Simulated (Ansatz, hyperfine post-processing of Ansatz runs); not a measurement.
# A contact shift by hand: 7Li in Sr2LiFeO3F

A spin-polarised calculation (DFT, PBE+U, plane-wave PAW, default files (PAW set soft_2), collinear spin, scalar-relativistic; Ansatz) with all Fe moments parallel (S = 2 each) puts a spin density ρ↑ − ρ↓ of -0.004303 e/Å³, counted along the moments, at one Li nucleus (no Fe linked through a nearest anion). Take g = 2, spin-only moments and Θ = 0 K (a pure Curie law); γ/2π of 7Li is 16.5483 MHz/T.

**Task.** Find the contact field, the hyperfine constant and the contact shift at 320 K and 400 K, supposing that the crystal is a paramagnet with these local moments at both.

1. A spin density ρ_s carries a moment density μB ρ_s, and the contact field is B_c = (2μ₀/3) μB ρ_s. For 1 e/Å³ that is 7.769 T, so B_c = -0.03343 T.

2. With H = A S·I summed over the ions, A = γB_c/(2πS) = 16.5483 × −0.03343 / 2 = -0.277 MHz.

3. In a field B0 the paramagnet reaches only a fraction of saturation, M/M_sat = g μB (S + 1) B0 / [3 k_B (T − Θ)]. At 320 K this is 4.1982e-03 per tesla, or 4.91 % at 11.7 T.

4. The shift is that fraction of B_c over B0, so B0 drops out: δ = -0.03343 × 4.1982e-03 × 10⁶ = -140 ppm at 320 K.

5. At 400 K it scales by (320 − Θ)/(400 − Θ) = 0.800, to -112 ppm.

6. The sign says that the spin at the nucleus is opposite to the Fe moments, as where spin polarisation outweighs delocalisation. Over this level and the 1 other of the session's ladder with the same moment and an open gap (any hybrids aside), the field runs from -0.0424 to -0.0334 T. Spin flips in this cell gave a rough Θ of -283 K, not relied on, which would scale the first shift by 0.53. The flip reverses only 2 of the 4 nearest couplings; if all are alike and farther ones are small, Θ would be near -566 K, and at 320 K every shift would be 0.36 times the value at Θ = 0. Orbital and pseudocontact parts are not included.

[Hosts, paths, dates, database ids (printed as entryN), source tags and the programs' standing remarks are cut or masked in the printed files.]
